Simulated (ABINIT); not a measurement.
# Quasiparticle gap of Ta2O5 (P2/m) in ABINIT

Aim: the G0W0 gap of Ta2O5 (P2/m) on PBEsol, step by step.

Program: ABINIT 10.8.3. Level of theory: PBEsol and many-body steps on it, plane waves. Results are calculated unless marked as measured.

This is a report of a sequence of runs, with most program output left out.

### Step 1. Set-up

Symmetry: P2/m, No. 10, monoclinic system. The conventional cell has a = 3.841 Å, b = 3.863 Å, c = 6.778 Å, α = 90.00°, β = 105.57°, γ = 90.00°. Nearest to Ta lie 6 O at 1.90 to 2.21 Å. O has 2 Ta at 1.93 Å nearest. Nearest to O lie 3 Ta at 1.98 to 2.21 Å. Nearest to O lie 2 Ta at 1.90 Å. Farther neighbours and most contacts between anions are not listed.

The cell and positions are those that the Materials Project relaxed with its own functionals (PBE, PBE+U or r2SCAN), kept fixed. Spin-orbit coupling is left out unless a step names it.

### Step 2. Ground state

This step: ABINIT 10.8.3; DFT, PBEsol, plane waves, norm-conserving pseudopotentials.

The ground-state density comes first.

The input, run.abi:

```
acell 3*1.0 Angstrom
rprim 
  3.841408013900 0.000000000000 -0.000000000000
  0.000000000000 3.862715750000 0.000000000000
  -1.818942144500 0.000000000000 6.528959420100
ntypat 2
znucl 73 8
natom 7
typat 1 1 2 2 2 2 2
xred 
  0.649530730000 0.000000000000 0.791314530000
  0.350469270000 0.000000000000 0.208685470000
  0.662124300000 0.500000000000 0.798329290000
  0.337875700000 0.500000000000 0.201670710000
  0.189760570000 0.000000000000 0.870621250000
  0.810239430000 0.000000000000 0.129378750000
  0.500000000000 0.000000000000 0.500000000000
pp_dirpath "pseudos"
pseudos "Ta.upf, O.upf"
ecut 36
ngkpt 6 6 4
nshiftk 1
shiftk 0 0 0
kptopt 1
chksymbreak 0
nband 35
occopt 1
tolvrs 1e-10
nstep 60
prtwf 0
indata_prefix "in"
outdata_prefix "out"
tmpdata_prefix "tmp"
```

Started as:

```bash
$ OMP_NUM_THREADS=1 mpirun -n 4 abinit run.abi > log
```

The job ended after 3.2 min (4 MPI ranks of Arm Neoverse V2, shared host; peak memory 0.53 GiB).

Numbers from this step:

```
total energy               : -5794.0099 eV
gap                        : 2.192 eV
k of the valence top       : 0.5, 0.5, 0.5
k of the conduction bottom : 0, 0, 0.5
least direct gap           : 2.859 eV
pressure                   : -3.658 GPa
```

The gap is indirect, with the least direct gap 0.67 eV higher.

The cutoff was set for levels, not for stress, so the pressure can be off by some GPa.

### Step 3. Bands along the symmetry lines

The cheap functional maps the bands first; the places of the edges decide which points the dearer methods must see.

run.abi: that of step 2 with these lines changed.

```diff
@@ -20,12 +20,55 @@
 ecut 36
-ngkpt 6 6 4
-nshiftk 1
-shiftk 0 0 0
-kptopt 1
-chksymbreak 0
-nband 35
-occopt 1
-tolvrs 1e-10
-nstep 60
+iscf -2
+irdden 1
+kptopt 0
+nkpt 41
+kpt 
+  0.00000000 0.00000000 0.00000000
+  0.00000000 0.12500000 0.00000000
+  0.00000000 0.25000000 0.00000000
+  0.00000000 0.37500000 0.00000000
+  0.00000000 0.50000000 0.00000000
+  0.00000000 0.50000000 0.12500000
+  0.00000000 0.50000000 0.25000000
+  0.00000000 0.50000000 0.37500000
+  0.00000000 0.50000000 0.50000000
+  0.00000000 0.37500000 0.50000000
+  0.00000000 0.25000000 0.50000000
+  0.00000000 0.12500000 0.50000000
+  0.00000000 0.00000000 0.50000000
+  0.00000000 0.00000000 0.37500000
+  0.00000000 0.00000000 0.25000000
+  0.00000000 0.00000000 0.12500000
+  0.00000000 0.00000000 0.00000000
+  -0.12500000 0.00000000 0.12500000
+  -0.25000000 0.00000000 0.25000000
+  -0.37500000 0.00000000 0.37500000
+  -0.50000000 0.00000000 0.50000000
+  -0.50000000 0.12500000 0.50000000
+  -0.50000000 0.25000000 0.50000000
+  -0.50000000 0.37500000 0.50000000
+  -0.50000000 0.50000000 0.50000000
+  -0.37500000 0.50000000 0.37500000
+  -0.25000000 0.50000000 0.25000000
+  -0.12500000 0.50000000 0.12500000
+  0.00000000 0.50000000 0.00000000
+  -0.12500000 0.50000000 0.00000000
+  -0.25000000 0.50000000 0.00000000
+  -0.37500000 0.50000000 0.00000000
+  -0.50000000 0.50000000 0.00000000
+  -0.50000000 0.37500000 0.00000000
+  -0.50000000 0.25000000 0.00000000
+  -0.50000000 0.12500000 0.00000000
+  -0.50000000 0.00000000 0.00000000
+  -0.37500000 0.00000000 0.00000000
+  -0.25000000 0.00000000 0.00000000
+  -0.12500000 0.00000000 0.00000000
+  0.00000000 0.00000000 0.00000000
+istwfk *1
+nband 40
+nbdbuf 7
+tolwfr 1e-07
+nstep 50
 prtwf 0
+prtvol 0
 indata_prefix "in"
```

Elapsed: 50 s, on 4 MPI ranks; peak memory 0.45 GiB; 3.3 min of CPU time.

Numbers from this step:

* gap: 2.192 eV
* k of the valence top: -0.5, 0.5, 0.5
* k of the conduction bottom: 0, 0, 0.5
* least direct gap: 2.859 eV

The gap is 2.192 eV, as in the run before at this level.

Electronic bands along the path, in eV, zero at the top of the highest filled band:

```tsv
point	band 25	band 26	band 27	band 28	band 29	band 30	band 31	band 32
Γ	-0.97	-0.84	-0.66	-0.63	2.23	2.63	2.78	4.30
halfway	-1.92	-1.50	-1.40	-0.66	3.84	4.24	4.31	4.41
Z	-2.41	-1.86	-1.67	-0.31	4.32	5.47	5.67	5.73
halfway	-1.98	-1.87	-1.57	-0.32	4.24	5.45	5.59	5.68
D	-2.28	-1.79	-1.35	-0.33	4.15	5.42	5.51	5.70
halfway	-1.71	-1.62	-1.18	-0.49	3.91	3.99	4.06	4.43
B	-0.96	-0.90	-0.83	-0.80	2.19	2.67	2.75	4.16
halfway	-0.96	-0.94	-0.74	-0.69	2.21	2.65	2.76	4.23
Γ	-0.97	-0.84	-0.66	-0.63	2.23	2.63	2.78	4.30
halfway	-1.24	-0.94	-0.94	-0.72	2.62	3.08	3.33	3.53
A	-1.28	-1.13	-0.95	-0.77	2.52	3.08	3.91	4.63
halfway	-1.68	-0.69	-0.55	-0.54	3.12	4.10	4.95	4.99
E	-2.01	-0.71	-0.12	0.00	3.16	5.02	5.56	6.18
halfway	-1.86	-1.16	-0.60	-0.18	3.17	4.93	5.61	5.85
Z	-2.41	-1.86	-1.67	-0.31	4.32	5.47	5.67	5.73
halfway	-1.84	-1.10	-0.60	-0.18	3.19	4.91	5.62	5.85
C2	-1.99	-0.61	-0.12	-0.03	3.22	4.96	5.59	6.17
halfway	-1.71	-0.62	-0.56	-0.54	3.18	4.12	4.92	4.98
Y2	-1.25	-1.18	-0.96	-0.78	2.49	3.15	4.04	4.62
halfway	-1.24	-0.96	-0.92	-0.73	2.60	3.10	3.39	3.54
Γ	-0.97	-0.84	-0.66	-0.63	2.23	2.63	2.78	4.30
```

### Step 4. Empty states on the mesh, 4×4×2 mesh, 347 bands

The sums over transitions need many empty states on a uniform mesh; this step solves for them.

The input, run.abi:

```
acell 3*1.0 Angstrom
rprim 
  3.841408013900 0.000000000000 -0.000000000000
  0.000000000000 3.862715750000 0.000000000000
  -1.818942144500 0.000000000000 6.528959420100
ntypat 2
znucl 73 8
natom 7
typat 1 1 2 2 2 2 2
xred 
  0.649530730000 0.000000000000 0.791314530000
  0.350469270000 0.000000000000 0.208685470000
  0.662124300000 0.500000000000 0.798329290000
  0.337875700000 0.500000000000 0.201670710000
  0.189760570000 0.000000000000 0.870621250000
  0.810239430000 0.000000000000 0.129378750000
  0.500000000000 0.000000000000 0.500000000000
pp_dirpath "pseudos"
pseudos "Ta.upf, O.upf"
ecut 36
ngkpt 4 4 2
nshiftk 1
shiftk 0 0 0
kptopt 1
chksymbreak 0
iscf -2
irdden 1
istwfk *1
nband 347
nbdbuf 30
tolwfr 1e-09
nstep 60
prtvol 0
indata_prefix "in"
outdata_prefix "out"
tmpdata_prefix "tmp"
```

Wall time 9.9 min (4 MPI ranks); peak memory 1 GiB.

Numbers from this step:

* gap: 2.192 eV
* k of the valence top: 0.5, 0.5, 0.5
* k of the conduction bottom: 0, 0, 0.5
* least direct gap: 2.859 eV
* k points computed: 18
* lowest point of the top converged band, above the valence top: 111.7270 eV

On this mesh the gap is 2.192 eV.

### Step 5. Screening, 4×4×2 mesh, 317 bands, screening to 149.7 eV

The RPA dielectric matrix is built and inverted for each q.

This step: RPA screening on PBEsol, plane waves, norm-conserving pseudopotentials.

run.abi: that of step 4 with these lines changed.

```diff
@@ -25,10 +25,11 @@
 chksymbreak 0
-iscf -2
-irdden 1
 istwfk *1
-nband 347
-nbdbuf 30
-tolwfr 1e-09
-nstep 60
-prtvol 0
+occopt 1
+irdwfk 1
+optdriver 3
+nband 317
+ecuteps 5.5
+inclvkb 2
+awtr 1
+symchi 1
 indata_prefix "in"
```

Wall time 13 min (4 MPI ranks); peak memory 5.2 GiB; 51 min of CPU time.

Numbers from this step:

* ε∞ with local fields, on this mesh, along the program's q direction: 5.747
* the same without local fields: 6.113
* plasma frequency: 28.23 eV
* plane waves in the screening matrix: 409

Local fields lower ε∞ by 6 %. On a Γ-centred mesh this coarse the value itself is usually too large, while a short band sum pulls it down.

### Step 6. Self-energy, 4×4×2 mesh, 317 bands, screening to 149.7 eV

The self-energy is evaluated for the states that the input lists, and the levels follow from it, in one-shot runs by the linearised quasiparticle equation.

This step: G0W0 on PBEsol, plane waves, norm-conserving pseudopotentials.

run.abi: that of step 5 with these lines changed.

```diff
@@ -28,8 +28,29 @@
 irdwfk 1
-optdriver 3
+optdriver 4
 nband 317
+gwcalctyp 0
+ecutsigx 36
+symsigma 1
+nkptgw 8
+kptgw 
+  0.5000000000 0.5000000000 0.5000000000
+  0.0000000000 0.0000000000 0.5000000000
+  0.0000000000 0.0000000000 0.0000000000
+  0.5000000000 0.0000000000 0.0000000000
+  0.0000000000 0.5000000000 0.0000000000
+  0.5000000000 0.5000000000 0.0000000000
+  0.5000000000 0.0000000000 0.5000000000
+  0.0000000000 0.5000000000 0.5000000000
+bdgw 
+  27 30
+  27 30
+  27 30
+  27 30
+  27 30
+  27 30
+  27 30
+  27 30
 ecuteps 5.5
-inclvkb 2
-awtr 1
-symchi 1
+irdscr 1
+ppmodel 1
 indata_prefix "in"
```

Run time: 5 min. Hardware: 4 MPI ranks; peak memory 4.7 GiB.

This step gave:

```yaml
g0w0_gap_on_the_mesh: 3.596 eV
starting_gap_on_the_mesh: 2.192 eV
k_of_the_valence_top: 0.5, 0.5, 0.5
k_of_the_conduction_bottom: 0, 0, 0.5
z_at_the_valence_top: 0.769
z_at_the_conduction_bottom: 0.826
least_direct_g0w0_gap_on_the_computed_points: 4.323 eV
```

The gap on the mesh goes from 2.19 eV to 3.60 eV, a correction of +1.40 eV.

Limits: finite bands, cutoff and mesh; no spin-orbit coupling; coarse k mesh. v1 is the top filled band, c1 the lowest empty one. Levels before and after the correction, in eV, zero at the valence-band top of each column:

```tsv
	conduction bottom	valence top
Kohn-Sham	2.19	0.00
G0W0	3.60	0.00
```

```tsv
	level	energy (eV)
Kohn-Sham	(0.5 0.5 0.5) v2	-0.125
Kohn-Sham	(0.5 0.5 0.5) v1	0.000
Kohn-Sham	(0.5 0.5 0.5) c1	3.162
Kohn-Sham	(0.5 0.5 0.5) c2	5.020
Kohn-Sham	(0 0 0.5) v2	-0.832
Kohn-Sham	(0 0 0.5) v1	-0.802
Kohn-Sham	(0 0 0.5) c1	2.192
Kohn-Sham	(0 0 0.5) c2	2.674
G0W0	(0.5 0.5 0.5) v2	-0.140
G0W0	(0.5 0.5 0.5) v1	0.000
G0W0	(0.5 0.5 0.5) c1	4.721
G0W0	(0.5 0.5 0.5) c2	6.778
G0W0	(0 0 0.5) v2	-0.941
G0W0	(0 0 0.5) v1	-0.895
G0W0	(0 0 0.5) c1	3.596
G0W0	(0 0 0.5) c2	4.145
```

### Step 7. Where the time went

Times are wall times on 4 MPI ranks of Arm Neoverse V2, shared host, good to a factor of about two.

```tsv
step	time	share	memory (GiB)
ground state	3.2 min	10 %	0.53
bands along the symmetry lines	50 s	3 %	0.45
empty states on the mesh	9.9 min	31 %	1.0
screening	13 min	40 %	5.2
self-energy	5 min	16 %	4.7
```

### Step 8. Summary of results

```
PBEsol gap           : 2.19 eV, indirect
G0W0 gap on the mesh : 3.60 eV
GW settings          : 4×4×2 mesh, 317 bands, screening to 149.7 eV, Godby-Needs plasmon pole
known limits         : not at the basis limit; no spin-orbit coupling; coarse k mesh
```

**Reading.** G0W0 moves the gap on the mesh from 2.19 eV to 3.60 eV (+1.40 eV), with Z of 0.77 and 0.83 at the edges. Local fields lower the RPA ε∞ on this mesh from 6.11 to 5.75; a Γ-centred mesh this coarse tends to raise both, most where the direct gap is narrow, while a short band sum lowers them. Bands and cutoff are finite, so the gap is not at the basis limit. The miss can reach some tenths of an eV and take either sign; the mesh is an error of its own. The 4×4×2 mesh is coarse for this cell, which bears on the long-range parts of exchange and screening. The many-body steps are scalar-relativistic: spin-orbit coupling is not in them.

[Paths, hosts, dates, memory and timing lines, banners, echoed tables and standing remarks are left out of the program output.]

[Logs are printed without paths, hosts, clocks, repeated set-up lines and the standing remarks that a program may print on its own settings, such as how far it seeks lower states.]

[Runs of the session that timed out or met a known fault of the program may be left out.]

[Hosts, paths, dates, database ids (printed as entryN), source tags and the programs' standing remarks are cut or masked in the printed files.]

[G0W0 gaps are taken among the corrected bands and points alone; a level outside them can change the order at an edge.]

[Where Ansatz stands beside ABINIT at settings called matched, ABINIT's density can come from a denser mesh and the files from another edition; pairs whose starting gaps differed by over 0.03 eV were left out, so agreement reads better than it is.]
